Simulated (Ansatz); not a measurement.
# How Rb2CdSe2O6 absorbs and reflects light

Aim: the dielectric function of Rb2CdSe2O6, and the optical constants that follow from it.

Calculated with Ansatz 0.2.0; DFT, PBE, plane-wave PAW, default files, scalar-relativistic, independent-particle optical response without local fields.

Most raw output is cut from this account.

### 1. The starting structure

Symmetry: R-3m, No. 166, trigonal system. The conventional cell has a = 5.750 Å, b = 5.750 Å, c = 19.669 Å, α = 90.00°, β = 90.00°, γ = 120.00°. Nearest to Cd lie 6 O at 2.33 Å. Rb has 9 O at 2.97 to 3.12 Å nearest. Nearest to Se lie 3 O at 1.69 Å. Nearest to O lie 1 Se at 1.69 Å and 1 Cd at 2.33 Å and 3 Rb at 2.97 to 3.12 Å. Farther neighbours and most contacts between anions are not listed.

### 2. Ground state and bands

The self-consistent density comes first; it also tells whether there is a gap, which decides the occupations and the need for a Drude term.

This step: DFT, PBE, plane-wave PAW, default files, scalar-relativistic, ground state (Ansatz 0.2.0).

input.yaml reads:

```yaml
crystal:
  lattice:
    - [2.87515, 1.6599686265, 6.5561666667]
    - [-2.87515, 1.6599686265, 6.5561666667]
    - [0.0, -3.3199372529, 6.5561666667]
  atoms:
    - { symbol: Cd, position: [0.0, 0.0, 0.0] }
    - { symbol: Rb, position: [0.1962333333, 0.1962333333, 0.1962333333] }
    - { symbol: Rb, position: [0.8037666667, 0.8037666667, 0.8037666667] }
    - { symbol: Se, position: [0.3730833333, 0.3730833333, 0.3730833333] }
    - { symbol: Se, position: [0.6269166667, 0.6269166667, 0.6269166667] }
    - { symbol: O, position: [0.25559, 0.25559, 0.71679] }
    - { symbol: O, position: [0.71679, 0.25559, 0.25559] }
    - { symbol: O, position: [0.25559, 0.71679, 0.25559] }
    - { symbol: O, position: [0.28321, 0.74441, 0.74441] }
    - { symbol: O, position: [0.74441, 0.74441, 0.28321] }
    - { symbol: O, position: [0.74441, 0.28321, 0.74441] }
kpoints:
  mp_grid: { grid: [5, 5, 5] }
  band_path:
    path:
      - [[0.0, 0.0, 0.0], [0.5, 0.0, 0.0], [0.5, 0.20940411, -0.20940411]]
      - [[0.79059589, 0.5, 0.20940411], [0.5, 0.5, 0.5], [0.0, 0.0, 0.0], [0.35470205, 0.0, -0.35470205]]
      - [[0.64529795, 0.35470205, 0.0], [0.5, 0.5, 0.0], [0.64529795, 0.64529795, 0.20940411], [0.5, 0.5, 0.5]]
      - [[0.5, 0.0, 0.0], [0.79059589, 0.35470205, 0.35470205]]
    npoints: 6
scf:
  occupations: { method: fermi_dirac, width: 0.05 }
  n_extra_bands: 15
hamiltonian:
  xc: pbe
  pseudopotentials: { kind: paw }
output:
  forces: true
  stress: true
  populations: true
  write_bands: true
```

Run with:

```bash
$ ansatz run input.yaml --threads 4 --pin off --max-ram 8192MiB --backend cpu --events-out ev --progress --plain --runs-dir out
```

It took 6.5 s on 4 threads of Intel Xeon 6975P-C (Granite Rapids), shared host; peak memory 0.91 GiB; 21 s of CPU time.

Numbers from this step:

* free energy: -29130.8877 eV
* Fermi energy: 7.843 eV
* gap by band count: 3.871 eV
* electrons: 106
* symmetry operations: 12
* pressure: 5.216 GPa
* gap on the k-mesh: 3.871 eV
* volume: 187.7 Å³
* gap on the path: 3.860 eV
* least direct gap on the path: 4.120 eV

There is a gap, 3.86 eV on the path, so no carriers' term is needed. The cell is left with a pressure of 5.2 GPa and forces up to 1.32 eV/Å, as it stands unrelaxed at this level.

Electronic bands along the path, in eV, zero at the Fermi level; v1 is the highest filled band, c1 the lowest empty one:

```csv
point,v4,v3,v2,v1,c1,c2,c3,c4
Γ,-2.36,-2.35,-2.35,-2.28,1.84,2.90,2.90,3.58
halfway,-2.50,-2.48,-2.32,-2.16,2.36,2.86,3.01,4.11
L,-2.62,-2.33,-2.30,-2.05,2.66,2.90,3.68,4.43
halfway,-2.67,-2.60,-2.26,-2.03,2.48,3.37,3.72,4.46
B1,-2.65,-2.64,-2.21,-2.02,2.50,3.53,3.83,4.46
jump to B,-2.65,-2.64,-2.21,-2.02,2.50,3.53,3.83,4.46
halfway,-2.49,-2.44,-2.29,-2.10,2.58,3.08,3.19,3.67
Z,-2.43,-2.41,-2.30,-2.15,2.13,2.85,2.98,2.98
halfway,-2.39,-2.39,-2.29,-2.26,1.96,2.94,2.94,3.23
Γ,-2.36,-2.35,-2.35,-2.28,1.84,2.90,2.90,3.58
halfway,-2.54,-2.46,-2.39,-2.13,2.40,2.94,3.15,4.30
X,-2.66,-2.65,-2.21,-2.02,2.48,3.58,3.80,4.47
jump to Q,-2.66,-2.65,-2.21,-2.02,2.48,3.58,3.80,4.47
halfway,-2.64,-2.43,-2.20,-2.04,2.54,3.26,3.80,4.40
F,-2.62,-2.26,-2.21,-2.07,2.60,3.06,3.71,4.37
halfway,-2.62,-2.27,-2.21,-2.06,2.61,3.06,3.70,4.37
P1,-2.61,-2.28,-2.23,-2.06,2.65,3.04,3.68,4.36
halfway,-2.46,-2.35,-2.32,-2.11,2.53,3.03,3.08,3.54
Z,-2.43,-2.41,-2.30,-2.15,2.13,2.85,2.98,2.98
jump to L,-2.62,-2.33,-2.30,-2.05,2.66,2.90,3.68,4.43
halfway,-2.62,-2.30,-2.29,-2.05,2.66,2.95,3.69,4.42
P,-2.61,-2.28,-2.23,-2.06,2.65,3.04,3.68,4.36
```

### 3. Spectrum

With the density converged, the vertical transitions are summed over the zone.

This step: DFT, PBE, plane-wave PAW, default files, scalar-relativistic, independent-particle optical response without local fields (Ansatz 0.2.0).

input.yaml, the sections that differ from step 2:

```yaml
kpoints:
  mp_grid: { grid: [5, 5, 5] }
scf:
  occupations: { method: fixed }
output:
  optics:
    e_range: [0, 14]
    de: 0.05
    sigma: 0.15
    nscf_kmesh: { grid: [6, 6, 6] }
    bands: { spectra_wanted_up_to: 14 }
# crystal, hamiltonian: as in step 2
```

It took 77 s on 4 threads; peak memory 2.5 GiB; 4.4 min of CPU time.

Numbers from this step:

- electronic dielectric constant ε∞, mean over x, y and z (by symmetry where fewer were run): 3.597
- absorption onset, first axis (α over 10⁴ cm⁻¹, or the direct gap if that lies higher): 4.300 eV
- main peak of Im epsilon, first axis: 5.201 eV
- least direct gap on the mesh: 4.120 eV
- bands summed: 112
- spectra valid up to: 23.65 eV
- program's estimate of the k-sum error in Im epsilon: 0.07 %
- electrons in the f-sum: 49.12

The Im ε has structure finer than the step of the table below, so its rows give means over 0.5 eV, whole bins alone (the curve runs from 0 to 14 eV). Peaks (eV: height): E ∥ x or y 5.20: 5.30, 7.25: 4.91, 8.85: 3.64, 11.40: 2.82; E ∥ z 5.95: 3.14, 7.25: 1.98, 7.95: 2.71, 9.55: 4.77, 11.50: 3.43.

Table of Im ε by photon energy; means over each step:

```csv
photon energy (eV),E ∥ x or y,E ∥ z
3.5,0,0
4.0,0.00598,0.0384
4.5,0.861,0.269
5.0,3.40,0.774
5.5,4.12,2.10
6.0,2.91,2.60
6.5,3.60,1.72
7.0,4.12,1.56
7.5,3.61,1.60
8.0,2.33,2.24
8.5,2.88,1.19
9.0,3.33,1.95
9.5,2.47,4.27
10.0,2.52,4.52
10.5,2.44,2.99
11.0,2.64,3.01
11.5,2.70,3.11
12.0,1.83,2.01
12.5,1.42,1.85
13.0,1.25,1.53
13.5,1.27,1.17
```

Re ε against photon energy:

```csv
photon energy (eV),E ∥ x or y,E ∥ z
0.0,3.79,3.20
0.5,3.81,3.21
1.0,3.84,3.23
1.5,3.90,3.26
2.0,4.00,3.32
2.5,4.14,3.39
3.0,4.34,3.50
3.5,4.66,3.67
4.0,5.24,3.97
4.5,6.66,4.27
5.0,7.76,5.06
5.5,3.66,4.48
6.0,3.49,3.23
6.5,4.04,2.93
7.0,3.46,3.51
7.5,0.866,2.99
8.0,2.26,2.84
8.5,2.41,3.21
9.0,1.47,4.96
9.5,1.45,4.03
10.0,1.16,2.02
10.5,1.72,0.573
11.0,1.30,1.16
11.5,0.792,0.844
12.0,0.483,0.424
12.5,0.946,0.686
13.0,1.07,0.509
13.5,1.53,0.937
14.0,1.90,1.53
```

The reflectivity at normal incidence has structure finer than the step of the table below, so its rows give means over 0.25 eV, whole bins alone (the curve runs from 0 to 14 eV). Peaks (eV: height): E ∥ x or y 5.150: 26.1, 7.300: 24.3, 8.900: 19.1, 9.950: 16.0, 11.650: 18.8; E ∥ z 5.900: 17.2, 7.200: 12.5, 7.900: 15.2, 10.250: 24.2, 11.000: 18.5, 11.650: 22.9.

Table of reflectivity at normal incidence by photon energy; means over each step:

```csv
photon energy (eV),E ∥ x or y (%),E ∥ z (%)
0.25,10.4,8.01
0.50,10.4,8.03
0.75,10.4,8.07
1.00,10.5,8.12
1.25,10.6,8.18
1.50,10.8,8.26
1.75,10.9,8.36
2.00,11.1,8.48
2.25,11.3,8.62
2.50,11.6,8.79
2.75,12.0,8.99
3.00,12.4,9.22
3.25,12.8,9.51
3.50,13.5,9.86
3.75,14.3,10.3
4.00,15.4,11.0
4.25,17.4,11.8
4.50,19.6,12.2
4.75,20.6,13.1
5.00,24.5,15.0
5.25,24.6,16.5
5.50,20.5,15.8
5.75,17.6,16.0
6.00,16.0,15.9
6.25,17.2,11.1
6.50,19.3,10.9
6.75,19.7,9.92
7.00,19.9,11.2
7.25,23.6,12.2
7.50,21.3,10.3
7.75,12.9,13.3
8.00,12.1,13.7
8.25,14.0,9.17
8.50,14.6,9.58
8.75,17.6,11.9
9.00,18.7,16.0
9.25,16.0,19.7
9.50,13.4,22.3
9.75,13.7,21.9
10.00,14.9,23.4
10.25,11.7,23.9
10.50,13.2,18.6
10.75,14.6,14.5
11.00,14.7,18.0
11.25,15.6,16.6
11.50,17.9,20.7
11.75,17.7,21.4
12.00,14.0,15.3
12.25,10.5,12.7
12.50,8.01,12.7
12.75,7.86,12.0
13.00,6.21,11.8
13.25,5.37,7.56
13.50,6.14,6.47
13.75,6.40,4.76
```

Values under 1 per cm are given as 1. Table of absorption coefficient by photon energy:

```csv
photon energy (eV),E ∥ x or y (1/cm),E ∥ z (1/cm)
0.000,1,1
0.500,1,1
1.000,1,1
1.500,1,1
2.000,1,1
2.500,1,1
3.000,1,1
3.500,1,1
4.000,42.2,831
4.500,88533,31119
5.000,2.9e5,72444
5.500,5.3e5,2.8e5
6.000,4.4e5,4.8e5
6.500,5.5e5,3.4e5
7.000,6.6e5,2.7e5
7.500,9.1e5,3.2e5
8.000,5.6e5,5.8e5
8.500,6.7e5,2.7e5
9.000,9.7e5,3.4e5
9.500,8.1e5,1.0e6
10.000,9.4e5,1.3e6
10.500,8.6e5,1.1e6
11.000,9.9e5,1.2e6
11.500,1.2e6,1.4e6
12.000,1.0e6,1.1e6
12.500,7.7e5,1.0e6
13.000,7.0e5,1.0e6
13.500,6.8e5,7.6e5
14.000,7.7e5,6.5e5
```

The loss function −Im 1/ε at q → 0 has structure finer than the step of the table below, so its rows give means over 0.5 eV, whole bins alone (the curve runs from 0 to 14 eV). Peaks (eV: height): E ∥ x or y 7.65: 0.332, 10.10: 0.346, 12.25: 0.570; E ∥ z 6.15: 0.195, 8.15: 0.204, 10.55: 0.365, 13.15: 0.641.

The loss function −Im 1/ε at q → 0 by energy loss; means over each step:

```csv
energy loss (eV),E ∥ x or y,E ∥ z
3.5,0,0
4.0,1.8e-4,0.00224
4.5,0.0194,0.0145
5.0,0.0536,0.0285
5.5,0.131,0.0828
6.0,0.134,0.148
6.5,0.125,0.145
7.0,0.150,0.113
7.5,0.258,0.122
8.0,0.231,0.161
8.5,0.198,0.106
9.0,0.247,0.0704
9.5,0.297,0.127
10.0,0.304,0.184
10.5,0.278,0.302
11.0,0.300,0.275
11.5,0.343,0.299
12.0,0.514,0.473
12.5,0.503,0.473
13.0,0.444,0.564
13.5,0.319,0.511
```

Optical constants at common wavelengths, from n + ik = √ε:

```csv
wavelength (nm),n xy,k xy,R (%) xy,1/α xy,n z,k z,R (%) z,1/α z
1550,1.96,0.000,10.5,over 1 mm,1.79,0.000,8.1,over 1 mm
1064,1.96,0.000,10.6,over 1 mm,1.80,0.000,8.2,over 1 mm
800,1.98,0.000,10.8,over 1 mm,1.81,0.000,8.3,over 1 mm
633,2.00,0.000,11.1,over 1 mm,1.82,0.000,8.5,over 1 mm
532,2.02,0.000,11.4,over 1 mm,1.83,0.000,8.7,over 1 mm
308,2.30,0.000,15.5,120 µm,2.00,0.004,11.1,6.6 µm
248,2.84,0.579,24.7,34 nm,2.25,0.143,15.0,138 nm
```

Rows near the edge hang on the gap, which this functional as a rule makes too small, and phonon-assisted absorption is left out.

A film 1 µm thick would pass 81 % of daylight and look colourless in transmission (x = 0.314, y = 0.330).

At 1064 nm the birefringence n(z) − n(x) is -0.165: the crystal is uniaxial negative at this level.

The first strong peak, at 5.20 eV, fits the third-highest filled and the second-lowest empty band, which run nearly parallel at that distance over 100 % of Γ–L; the match rests on energies alone.

The f-sum over the summed bands holds 49.1 of the cell's 106 electrons outside the frozen cores, 44 of which lie in bands more than 12 eV below the Fermi level, whose transitions come at higher energies. Up to 14 eV the strength has a mean oscillator energy of 8.2 eV, and these transitions give 74 % of ε∞ − 1 along x; the rest comes from higher ones.

### 4. Static response with local fields

A static field by perturbation theory: the induced potential is included, and the Born charges come with it.

This step: DFT, PBE, plane-wave PAW, default files, scalar-relativistic, static field response by perturbation theory with local fields (Ansatz 0.2.0).

Changes to input.yaml since step 3:

```diff
@@ -24,8 +24,2 @@
   pseudopotentials: { kind: paw }
-output:
-  optics:
-    e_range: [0, 14]
-    de: 0.05
-    sigma: 0.15
-    nscf_kmesh: { grid: [6, 6, 6] }
-    bands: { spectra_wanted_up_to: 14 }
+dielectric: {}
```

It took 62 s on 4 threads; peak memory 2.1 GiB.

Read-outs, printed or worked out from the files:

| Property | Result |
| --- | --- |
| electronic dielectric constant ε∞, mean over x, y and z (by symmetry where fewer were run) | 3.185 |

ε∞ with local fields:

```
3.39 0.00 0.00
0.00 3.39 0.00
0.00 0.00 2.77
```

Diagonal elements. Born, by row:

```csv
atom,Z*xx (e),Z*yy (e),Z*zz (e)
Cd1,2.911,2.911,1.841
Rb2,1.264,1.264,1.461
Rb3,1.264,1.264,1.461
Se4,3.089,3.089,0.93
Se5,3.089,3.089,0.93
O6,-1.1,-2.773,-1.104
O7,-2.354,-1.518,-1.104
O8,-2.354,-1.518,-1.104
O9,-2.354,-1.518,-1.104
O10,-1.1,-2.773,-1.104
O11,-2.354,-1.518,-1.104
```

The principal values of the ε∞ with local fields are 2.77, 3.39 and 3.39.

### 5. What came out

| Property | Result |
| --- | --- |
| gap on the path | 3.86 eV |
| least direct gap on the path | 4.12 eV |
| electronic dielectric constant ε∞, mean over x, y and z (by symmetry where fewer were run) (independent particles) | 3.60 |
| absorption onset, first axis (α over 10⁴ cm⁻¹, or the direct gap if that lies higher) | 4.30 eV |
| main peak of Im epsilon, first axis | 5.20 eV |
| electronic dielectric constant ε∞, mean over x, y and z (by symmetry where fewer were run) (static response with local fields) | 3.18 |

What this shows: At this level (PBE, independent particles) Rb2CdSe2O6 has a mean ε∞ = 3.60 (3.18 with local fields) and n = 1.96 at 1550 nm (E ∥ x); absorption sets in near 4.3 eV, and Im ε peaks at 5.2 eV (E ∥ x). The gap is indirect (3.86 eV), so absorption without phonons can begin only at the direct gap of 4.12 eV. The absorption coefficient passes 10⁴ cm⁻¹ at 4.30 eV, in the ultraviolet, so the visible is passed. Distinct maxima of Im ε, read by a parabola through the highest points, lie at 5.20 eV (5.3), 6.69 eV (4.0), 7.25 eV (4.9) and 8.85 eV (3.6) for E ∥ x or y. The static values by axis are 3.79 (xy), 3.20 (z). The first strong peak, at 5.20 eV, fits the third-highest filled and the second-lowest empty band, which run nearly parallel at that distance over 100 % of Γ–L; the match rests on energies alone. A film 1 µm thick would pass 81 % of daylight and look colourless in transmission (x = 0.314, y = 0.330). At 1064 nm the birefringence n(z) − n(x) is -0.165: the crystal is uniaxial negative at this level. In the base spectrum excitons and phonon-assisted transitions are missing, and so are local fields; PBE gaps are as a rule too small, which pulls the onset down and ε∞ up. In the base run ε includes the program's bounded estimate of what the bands above those summed add.

[Logs are printed without paths, hosts, clocks, repeated set-up lines and the standing remarks that a program may print on its own settings, such as how far it seeks lower states.]

[Hosts, paths, dates, database ids (printed as entryN), source tags and the programs' standing remarks are cut or masked in the printed files.]
